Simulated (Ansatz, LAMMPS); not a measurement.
# Na+ TFSI- in gamma-butyrolactone and tetrahydrofuran, from a frame at 400 K (107 atoms): geometry optimisation

How does Na+ TFSI- in gamma-butyrolactone and tetrahydrofuran, from a frame at 400 K (107 atoms) relax, and what do bonds, charges and levels look like afterwards?

Method: Kohn-Sham DFT, r2SCAN+D4, PAW (set soft_2), plane waves, in Ansatz 0.2.0.

## Step 1: The starting structure

The cell holds 107 atoms: 2 N, 4 S, 17 O, 28 C, 12 F, 42 H and 2 Na. Cell: a = 10.908 Å, b = 10.908 Å, c = 10.908 Å, α = 90.0°, β = 90.0°, γ = 90.0°. 3 gamma-butyrolactone, 3 tetrahydrofuran, 2 Na+, 2 TFSI- placed at random, at 1.38 g/cm³; overlaps pushed apart, then 10 ps at 550 K with Joung-Cheatham ions (J. Phys. Chem. B 112, 9020 (2008)); MMFF94 bonds, angles, torsions, charges and radii (Halgren, J. Comput. Chem. 17, 490 (1996)) in harmonic and 12-6 forms; charges of ions scaled by 0.8. Snapshot after 30 ps at 400 K and fixed volume.

Before any run, some limits are plain. The network of contacts between molecules at the start is that of the classical potential that made the cell. The density was typed from a rule of thumb and may lie off the real one at this temperature. The Brillouin zone is sampled at Γ only, in a cell whose shortest periodic width is 11 Å.

## Step 2: The classical run that made the cell

A classical potential supplies the starting structure, since it reaches far longer times than DFT.

This step: classical MD, Joung-Cheatham ions (J. Phys. Chem. B 112, 9020 (2008)); MMFF94 bonds, angles, torsions, charges and radii (Halgren, J. Comput. Chem. 17, 490 (1996)) in harmonic and 12-6 forms; charges of ions scaled by 0.8 (LAMMPS 22 Jul 2025 - Update 4).

The input, in.lmp:

```
# Na+ TFSI- in gamma-butyrolactone and tetrahydrofuran
units real
atom_style full
boundary p p p
bond_style harmonic
angle_style harmonic
dihedral_style opls
improper_style harmonic
special_bonds lj 0 0 0.5 coul 0 0 0.75
read_data data.lmp
neigh_modify delay 0 every 1 check yes one 4000
comm_modify cutoff 12.0
timestep 0.5
thermo_style custom step time temp pe press density
thermo_modify norm yes
# push overlapping molecules apart
pair_style soft 2.6
pair_coeff * * 0.0
variable a equal ramp(1,60)
fix ad all adapt 1 pair soft a * * v_a
velocity all create 550 297349 mom yes dist gaussian
fix lim all nve/limit 0.03
fix lan all langevin 550 550 50 297350 zero yes
thermo 1000
run 3000 post no
unfix ad
pair_style lj/cut/coul/long 9.0
pair_modify mix arithmetic tail yes
pair_coeff 1 1 0.0721 3.5530   # N
pair_coeff 2 2 0.2681 3.4180   # S
pair_coeff 3 3 0.0763 3.0960   # O
pair_coeff 4 4 0.0678 3.3680   # C
pair_coeff 5 5 0.0801 2.5590   # F
pair_coeff 6 6 0.0763 3.0430   # O
# [... 22 lines left out ...]
compute msd all msd com yes
thermo 7500
fix md all nvt temp 400 400 100
run 30000 post no
print "== T400: mean square displacement over the hold $(c_msd[4]:%.2f) A^2"
unfix md
uncompute msd
write_dump all custom T400.dump id type xs ys zs modify sort id
```

Command:

```sh
$ lmp -in in.lmp -log none -nocite
```

Numbers of over 12 decimals in the logs are rounded to 6 here.

The log of the run:

```text
LAMMPS (22 Jul 2025 - Update 4)
Reading data file ...
  orthogonal box = (0 0 0) to (10.90761 10.90761 10.90761)
  107 atoms
  orthogonal box = (0 0 0) to (10.90761 10.90761 10.90761)
  103 bonds
  191 angles
  231 dihedrals
  3 impropers
WARNING: Bond/angle/dihedral extent > half of periodic box length
   Step          Time           Temp          PotEng         Press         Density
         0   0              550            0.55520794    -7651.2145      1.3830001
      1000   500            502.76943      1.7844518      15443.095      1.3830001
      2000   1000           442.45378      1.7144266      8376.0646      1.3830001
[... 45 lines left out ...]
Loop time of 1.52673 s on 1 MPI rank(s) for 5000 steps with 107 atoms
WARNING: Bond/angle/dihedral extent > half of periodic box length
   Step          Time           Temp          PotEng         Press         Density
[... 2 lines left out ...]
     30000   29000          425.79726      0.51634333    -2684.4057      1.3830001
     37500   36500          344.99367      0.41804344     2733.1314      1.3830001
     45000   44000          423.90109      0.46634557    -551.67142      1.3830001
     47000   46000          372.39712      0.48359463     8612.7943      1.3830001
WARNING: Bond/angle/dihedral extent > half of periodic box length
Loop time of 8.85105 s on 1 MPI rank(s) for 30000 steps with 107 atoms
== T400: mean square displacement over the hold 6.89 A^2
```

Run time: 15 s. Hardware: 1 thread of Intel Xeon 6975P-C (Granite Rapids), shared host; peak memory 0.12 GiB.

The input also reads data.lmp (atoms, bonds and types; not printed here).

## Step 3: Single point at the start

The forces at the start show how far the geometry lies from a minimum of this functional.

The input, input.yaml:

```yaml
crystal:
  lattice:
    - [10.90761, 0.0, 0.0]
    - [0.0, 10.90761, 0.0]
    - [0.0, 0.0, 10.90761]
  atoms:
    - { symbol: "N", position: [0.20108, 0.07906, 0.25556] }
    - { symbol: S, position: [0.16024, 0.18083, 0.15617] }
    - { symbol: O, position: [0.20386, 0.16281, 0.02994] }
    - { symbol: O, position: [0.15468, 0.30182, 0.21116] }
    - { symbol: C, position: [0.99631, 0.14767, 0.15049] }
    - { symbol: F, position: [0.9662, 0.09673, 0.03536] }
    - { symbol: F, position: [0.92011, 0.23994, 0.1697] }
    - { symbol: F, position: [0.96794, 0.06207, 0.24238] }
    - { symbol: S, position: [0.20999, 0.94561, 0.19724] }
    - { symbol: O, position: [0.1829, 0.84946, 0.28477] }
    - { symbol: O, position: [0.17041, 0.92701, 0.07546] }
    - { symbol: C, position: [0.37576, 0.95703, 0.18178] }
    - { symbol: F, position: [0.41219, 0.8891, 0.08681] }
    - { symbol: F, position: [0.41674, 0.07132, 0.1551] }
    - { symbol: F, position: [0.44073, 0.92359, 0.28633] }
    - { symbol: "N", position: [0.06291, 0.42863, 0.65756] }
    - { symbol: S, position: [0.14502, 0.35008, 0.574] }
    - { symbol: O, position: [0.23057, 0.42089, 0.49444] }
    - { symbol: O, position: [0.09107, 0.24998, 0.50484] }
    - { symbol: C, position: [0.22933, 0.28008, 0.68914] }
    - { symbol: F, position: [0.29658, 0.35056, 0.7592] }
    - { symbol: F, position: [0.3024, 0.18983, 0.64281] }
    - { symbol: F, position: [0.14374, 0.21736, 0.7646] }
    - { symbol: S, position: [0.95648, 0.49834, 0.57734] }
    - { symbol: O, position: [0.89044, 0.57967, 0.65827] }
    - { symbol: O, position: [0.98866, 0.553, 0.45855] }
    - { symbol: C, position: [0.85482, 0.37881, 0.54081] }
    - { symbol: F, position: [0.88696, 0.32362, 0.43923] }
    - { symbol: F, position: [0.86341, 0.29371, 0.63496] }
    - { symbol: F, position: [0.74059, 0.4153, 0.52898] }
    - { symbol: C, position: [0.54511, 0.11547, 0.90558] }
    - { symbol: C, position: [0.67131, 0.07654, 0.93279] }
    - { symbol: C, position: [0.71747, 0.01652, 0.82021] }
    - { symbol: O, position: [0.61968, 0.95702, 0.76603] }
    - { symbol: C, position: [0.50942, 0.01007, 0.81801] }
    - { symbol: H, position: [0.48648, 0.11925, 0.98678] }
    - { symbol: H, position: [0.55155, 0.20547, 0.85671] }
    - { symbol: H, position: [0.66596, 0.99878, 0.99434] }
    - { symbol: H, position: [0.74006, 0.14315, 0.96785] }
    - { symbol: H, position: [0.78543, 0.94569, 0.84281] }
    - { symbol: H, position: [0.74776, 0.08161, 0.75539] }
    - { symbol: H, position: [0.45356, 0.94798, 0.86876] }
    - { symbol: H, position: [0.45993, 0.04754, 0.74101] }
    - { symbol: C, position: [0.63817, 0.72599, 0.33185] }
    - { symbol: C, position: [0.6037, 0.73224, 0.46422] }
    - { symbol: C, position: [0.4652, 0.70878, 0.45515] }
    - { symbol: O, position: [0.44244, 0.62094, 0.35661] }
    - { symbol: C, position: [0.55757, 0.62693, 0.28766] }
    - { symbol: H, position: [0.6123, 0.81336, 0.28663] }
    - { symbol: H, position: [0.7344, 0.70926, 0.31829] }
    - { symbol: H, position: [0.62283, 0.81923, 0.50336] }
    - { symbol: H, position: [0.64882, 0.65619, 0.51128] }
    - { symbol: H, position: [0.41711, 0.78967, 0.42824] }
    - { symbol: H, position: [0.43052, 0.66853, 0.54061] }
    - { symbol: H, position: [0.53827, 0.64268, 0.18962] }
    - { symbol: H, position: [0.60326, 0.53784, 0.29571] }
    - { symbol: C, position: [0.61376, 0.14432, 0.48257] }
    - { symbol: C, position: [0.65355, 0.1442, 0.34671] }
    - { symbol: C, position: [0.62874, 0.27098, 0.30904] }
    - { symbol: O, position: [0.52483, 0.31105, 0.38092] }
    - { symbol: C, position: [0.51264, 0.23412, 0.48663] }
    - { symbol: H, position: [0.60933, 0.05358, 0.52176] }
    - { symbol: H, position: [0.69837, 0.17421, 0.52601] }
    - { symbol: H, position: [0.59239, 0.07966, 0.29726] }
    - { symbol: H, position: [0.74864, 0.10324, 0.32268] }
    - { symbol: H, position: [0.61362, 0.28004, 0.21915] }
    - { symbol: H, position: [0.70551, 0.3281, 0.33357] }
    - { symbol: H, position: [0.42258, 0.1925, 0.46834] }
    - { symbol: H, position: [0.514, 0.28174, 0.57459] }
    - { symbol: O, position: [0.2225, 0.78324, 0.56867] }
    - { symbol: C, position: [0.14558, 0.81771, 0.64556] }
    - { symbol: C, position: [0.10362, 0.94776, 0.65768] }
    - { symbol: C, position: [0.00504, 0.94204, 0.74762] }
    - { symbol: C, position: [0.03403, 0.82262, 0.8123] }
    - { symbol: O, position: [0.09775, 0.75164, 0.73519] }
    - { symbol: H, position: [0.17618, 2.0e-05, 0.70728] }
    - { symbol: H, position: [0.09087, 0.99144, 0.57182] }
    - { symbol: H, position: [0.92236, 0.94513, 0.69146] }
    [... 23 atom lines left out ...]
    - { symbol: H, position: [0.5965, 0.58529, 0.74415] }
    - { symbol: H, position: [0.56716, 0.71954, 0.83122] }
    - { symbol: H, position: [0.37506, 0.68561, 0.87925] }
    - { symbol: H, position: [0.37275, 0.59466, 0.74709] }
    - { symbol: Na, position: [0.16829, 0.67295, 0.38757] }
    - { symbol: Na, position: [0.37215, 0.42616, 0.27586] }
kpoints:
  mp_grid: { grid: [1, 1, 1] }
hamiltonian:
  xc: r2scan
  dispersion: d4
scf:
  occupations: { method: fixed }
output:
  forces: true
  stress: true
  populations: intrinsic
  dos:
    method: { smearing: { sigma: 0.08 } }
    de: 0.1
    projected: { site_lists: { C: [C], F: [F], H: [H], "N": ["N"], Na: [Na] } }
  eigenvalues: true
```

Command:

```sh
$ ansatz run input.yaml --threads 4 --pin off --max-ram 8192MiB --backend cpu --events-out ev --progress --plain --runs-dir out
```

The log of the run:

```text
Engine: ansatz 0.2.0, x86_64-unknown-linux-gnu
Pseudopotentials: kind: paw
Pseudopotential: N, paw, valence charge 5, recommended cutoff 500 eV (meta_gga), N.paw.azcp
Pseudopotential: S, paw, valence charge 6, recommended cutoff 500 eV (meta_gga), S.paw.azcp
Pseudopotential: O, paw, valence charge 6, recommended cutoff 500 eV (meta_gga), O.paw.azcp
Pseudopotential: C, paw, valence charge 4, recommended cutoff 500 eV (meta_gga), C.paw.azcp
Pseudopotential: F, paw, valence charge 7, recommended cutoff 500 eV (meta_gga), F.paw.azcp
Pseudopotential: H, paw, valence charge 1, recommended cutoff 500 eV (meta_gga), H.paw.azcp
Pseudopotential: Na, paw, valence charge 9, recommended cutoff 500 eV (meta_gga), Na.paw.azcp
Functional definition: r2SCAN
  parameter k0 = 0.174
  parameter k1 = 0.065
  parameter a1 = 4.9479
  exchange = r2scan_x(k0 = k0, k1 = k1, a1 = a1)
  correlation = r2scan_c
Crystal: 107 atoms, lattice volume = 1297.743 Å³
Basis set: ecut = 500 eV, 32987 PW (Γ), exchange–correlation on 320×320×320 points (64 copies of the dense FFT grid, shifted against one another)
Bands: 303, of which v1, the nominal top of the filled ones, is band 196 counted from 1 (195 counted from 0)
Symmetry: 1 space group operations
Space group: P1 (ITA 1), of the structure as read, at distance tolerance 1.1e-4 Å
k-points: 1
Non-local potential: N, projectors of the file, l = 0: 2, l = 1: 2, l = 2: 1
Non-local potential: S, projectors of the file, l = 0: 2, l = 1: 2, l = 2: 2
Non-local potential: O, projectors of the file, l = 0: 2, l = 1: 2, l = 2: 1
Non-local potential: C, projectors of the file, l = 0: 2, l = 1: 2, l = 2: 1
Non-local potential: F, projectors of the file, l = 0: 2, l = 1: 2, l = 2: 1
Non-local potential: H, projectors of the file, l = 0: 2, l = 1: 1
Non-local potential: Na, projectors of the file, l = 0: 3, l = 1: 2, l = 2: 1
PAW form: soft (Blöchl's): semilocal exchange-correlation on the pseudo side does not see the compensation charge
PAW frozen core: N, regenerated for the run's functional (the file was generated under x = pbe(κ = 0.804, μ = 0.219515), c = pbe(β = 0.066725))
PAW frozen core: S, regenerated for the run's functional (the file was generated under x = pbe(κ = 0.804, μ = 0.219515), c = pbe(β = 0.066725))
PAW frozen core: O, regenerated for the run's functional (the file was generated under x = pbe(κ = 0.804, μ = 0.219515), c = pbe(β = 0.066725))
PAW frozen core: C, regenerated for the run's functional (the file was generated under x = pbe(κ = 0.804, μ = 0.219515), c = pbe(β = 0.066725))
PAW frozen core: F, regenerated for the run's functional (the file was generated under x = pbe(κ = 0.804, μ = 0.219515), c = pbe(β = 0.066725))
PAW frozen core: Na, regenerated for the run's functional (the file was generated under x = pbe(κ = 0.804, μ = 0.219515), c = pbe(β = 0.066725))
PAW one-centre angular grid: N, 302 points (default); XC on 160 Gauss nodes
PAW one-centre angular grid: S, 302 points (default); XC on 160 Gauss nodes
PAW one-centre angular grid: O, 302 points (default); XC on 160 Gauss nodes
PAW one-centre angular grid: C, 302 points (default); XC on 239 of its mesh's 2573 points in the sphere
PAW one-centre angular grid: F, 302 points (default); XC on 160 Gauss nodes
PAW one-centre angular grid: H, 302 points (default); XC on 160 Gauss nodes
PAW one-centre angular grid: Na, 302 points (default); XC on 339 of its mesh's 2595 points in the sphere
Initial density: superposition of atomic densities (neutral atoms: chi_scale 0, normalization atom), corrected by the library's trained network
Initial wavefunctions: pseudopotential atomic-orbital guess
Functional: x = r2scan, c = r2scan; τ floored in thin density (d = 2e-4 eV/Å³)
SCF iter   1: F=—  HF=-34455.682542 eV  |F-HF|=—  |Δ(HF+E_count)|=         —  Δρ=1.08e-2  dr2=1.87e0  dr2_τ=9.60e0  ethr=1.77e-3  ⟨swp⟩=5.0  Hψ=1135  notcnv=0  defer=103
preconditioner: auto → Resta (q_TF=auto, 2.235 Å⁻¹)  ε∞=2.3  [insulator: Δε(μ)=4.858 eV  Ē_g=17.101 eV  n_scr=250 (ndim 8)  ℏωp=19.5 eV  f_vac=0.314  ε∞_Penn≈2.3]
SCF iter   2: F=—  HF=-34455.056499 eV  |F-HF|=—  |Δ(HF+E_count)|=   6.26e-1  Δρ=5.48e-3  dr2=2.92e-1  dr2_τ=5.12e-2  ethr=4.77e-4  ⟨swp⟩=2.0  Hψ=522  notcnv=0  defer=104
SCF iter   3: F=—  HF=-34455.011979 eV  |F-HF|=—  |Δ(HF+E_count)|=   4.45e-2  Δρ=2.37e-3  dr2=9.18e-2  dr2_τ=4.68e-3  ethr=7.44e-5  ⟨swp⟩=2.0  Hψ=371  notcnv=0  defer=105
SCF iter   4: F=—  HF=-34454.996842 eV  |F-HF|=—  |Δ(HF+E_count)|=   1.51e-2  Δρ=1.10e-3  dr2=1.75e-2  dr2_τ=2.07e-3  ethr=2.34e-5  ⟨swp⟩=3.0  Hψ=521  notcnv=0  defer=105
SCF iter   5: F=—  HF=-34454.996513 eV  |F-HF|=—  |Δ(HF+E_count)|=   3.30e-4  Δρ=4.35e-4  dr2=2.67e-3  dr2_τ=2.73e-4  ethr=4.45e-6  ⟨swp⟩=2.0  Hψ=384  notcnv=0  defer=105
SCF iter   6: F=—  HF=-34454.997514 eV  |F-HF|=—  |Δ(HF+E_count)|=   1.00e-3  Δρ=1.42e-4  dr2=2.90e-4  dr2_τ=2.89e-5  ethr=6.81e-7  ⟨swp⟩=2.0  Hψ=382  notcnv=0  defer=105
SCF iter   7: F=—  HF=-34454.997906 eV  |F-HF|=—  |Δ(HF+E_count)|=   3.91e-4  Δρ=6.22e-5  dr2=4.57e-5  dr2_τ=5.50e-6  ethr=7.40e-8  ⟨swp⟩=2.0  Hψ=379  notcnv=0  defer=104
SCF iter   8: F=—  HF=-34454.998026 eV  |F-HF|=—  |Δ(HF+E_count)|=   1.21e-4  Δρ=2.68e-5  dr2=9.25e-6  dr2_τ=1.13e-6  ethr=1.17e-8  ⟨swp⟩=2.0  Hψ=485  notcnv=0  defer=104
SCF iter   9: F=—  HF=-34454.998038 eV  |F-HF|=—  |Δ(HF+E_count)|=   1.16e-5  Δρ=8.37e-6  dr2=1.02e-6  dr2_τ=9.98e-8  ethr=2.36e-9  ⟨swp⟩=2.0  Hψ=379  notcnv=0  defer=104
SCF iter  10: F=—  HF=-34454.998041 eV  |F-HF|=—  |Δ(HF+E_count)|=   2.84e-6  Δρ=3.96e-6  dr2=2.06e-7  dr2_τ=2.13e-8  ethr=2.60e-10  ⟨swp⟩=2.0  Hψ=394  notcnv=0  defer=104
SCF iter  11: F=-34454.998041 eV  HF=-34454.998041 eV  |F-HF|=6.26e-8  |Δ(HF+E_count)|=   4.74e-7  Δρ=1.18e-6  dr2=2.14e-8  dr2_τ=2.47e-9  ethr=2.55e-11  ⟨swp⟩=16.0  Hψ=2119  notcnv=0
WARN: dispersion: an atom stands within reach of a switch of its C6 between two reference coordination numbers of its element: through that C6 alone, e_disp changes by 0.025 eV or more while the distances to its neighbours run over a stretch of 0.05 Å that contains this geometry (sites counted from 0 in the run's list of atoms or, [...]
SCF 1 converged in 11 iterations: F = -34454.998041 eV  dr2 = 2.14e-8
  greatest PAW one-centre occupation: 1.000 electrons in one spin orbital (limit 2), on the Na atom at site 105 (counted from 0), in its partial waves of l = 0
SCF converged after 11 iterations
Free energy (F): -34454.998041 eV
Harris-Foulkes:  -34454.998041 eV  (|F-HF|=6.26e-8)
Internal energy: -34454.998041 eV  (E = F + TS)
E sigma→0 (E₀):  -34454.998041 eV
Fermi energy:    -0.304792 eV
--- Per-component energies (eV) ---
  E_band       = -4074.445094
  E_kinetic    = 9625.014218
  E_local      = -41682.604446  (includes V_loc(G=0)·N_el)
  E_nonlocal   = 2929.087566
  E_hartree    = 16368.841422
  E_xc         = -4455.902935
  E_vxc        = -6236.305430  (∫ρ·V_xc dr)
  E_paw        = -11240.335261  (= ΣΔE_a)
  E_vpaw       = -1853.908169  (= ΣTr[D̂ρ^β])
  E_aug_tail   = 0.009023  (compensation charges beyond the density's cutoff)
  E_vtau       = 406.586060  (kinetic-family band-sum trace: ∫τ·v_τ [+ j·A + Jᵃ·Aᵃ] dr)
  E_ewald      = -5994.415823
  E_disp       = -2.527719  (pairwise vdW)
  E_core_change = -2.164089  (= ΣΔE_core)
  E_smearing   = -0.000000  (= −TS)
  E_closure    = -0.000000  (closes the sum)
  Σ components = -34454.998041   (vs F -34454.998041, Δ=0.00e0)
--- Forces (eV/Å), atoms counted from 1 ---
  atom   1  N     -0.81137395     0.55015846    -0.71663211
  atom   2  S     -0.03899680     0.17158991    -1.07821526
  atom   3  O     -0.35962016     0.93605001     2.22776645
  atom   4  O      1.16189699    -0.41081045    -0.16668047
  atom   5  C     -2.19490069    -2.43986938    -0.47917285
  atom   6  F      0.26655136     0.69689999     2.08209432
  atom   7  F      0.34055084     0.22669883    -0.24428722
  atom   8  F      0.02957273     0.95749465    -1.73733183
  atom   9  S      1.14091712     0.00321074     2.06780277
  atom  10  O      0.24023087     1.04165836    -0.25534281
  atom  11  O     -0.88988619    -0.45824391    -1.28414884
  atom  12  C      2.46995720    -0.02916960     0.30968185
  atom  13  F      0.30838179    -0.70451506     0.23002681
  atom  14  F     -0.60932894    -0.50248200     0.45951031
[...]
atom 106  Na     0.15921368    -0.19595800     0.53623911
  atom 107  Na    -0.18755825     0.00143960     0.17045064
  max |Σ_I F_I| component: 5.91e-5 eV/Å
--- Stress (GPa, compression-positive) ---
        3.276853       0.111270       0.555437
        0.111269       0.758245       0.984863
        0.555437       0.984863       1.100221
  P = ⅓ Tr σ = 1.7118 GPa (17.118 kbar)
--- Band table (eV) ---
  k-point 0: bands = ["-52.3588", "-52.2719", "-29.9580", "-29.5162", [... 287 levels ...], "11.0049", "11.0258", "11.1256", "11.1634", "11.2133", "11.2676", "11.3230", "11.4148", "11.4362", "11.5455", "11.6216", "11.6283"]
--- intrinsic populations: 107 sites ---
  site symbol       q [e]
     0      N      6.0783
     1      S      3.8531
     2      O      6.8704
[...]
106     Na      8.2007
  spilling = 0.000000 (of n_electrons = 392.000000)
```

The job ended after 23 s (4 threads of Intel Xeon 6975P-C (Granite Rapids), shared host; peak memory 3.3 GiB).

The program notes that the dispersion model switches parameters near this geometry.

Read from the output:

```yaml
free_energy: -34454.9980 eV
free_energy_per_atom: -322.0093 eV/atom
scf_cycles: 11
pressure: 1.712 GPa
r_m_s_force_component: 1.184 eV/Å
longest_force: 6.661 eV/Å
fermi_energy: -0.3048 eV
spacing_of_highest_filled_and_lowest_empty_level: 4.162 eV
```

The r.m.s. force component of 1.2 eV/Å and the pressure of 1.7 GPa set the starting point.

Length of the force by element:

```
element  coordination  atoms  mean length of the force (eV/Å)  spread  least   most
      C           all     28                             2.62    1.20   1.18   6.66
      F           all     12                             1.21   0.611  0.263   2.21
      H           all     42                            0.994   0.597  0.128   3.90
      N           all      2                             2.01   0.795   1.21   2.80
     Na           all      2                            0.423   0.170  0.253  0.593
      O           all     17                             1.93   0.887   0.71   4.66
      S           all      4                             3.20    1.72   1.09   5.75
```

[end of part 1 of 4]

[Logs are printed without paths, hosts, clocks, repeated set-up lines and the standing remarks that a program may print on its own settings, such as how far it seeks lower states.]

[Hosts, paths, dates, database ids (printed as entryN), source tags and the programs' standing remarks are cut or masked in the printed files.]

[The MMFF94 radii named for the starting cell were scaled by 0.96; in molecules described by MMFF94, hydrogen bound to N, O or S took a small fixed 12-6 site in their place.]
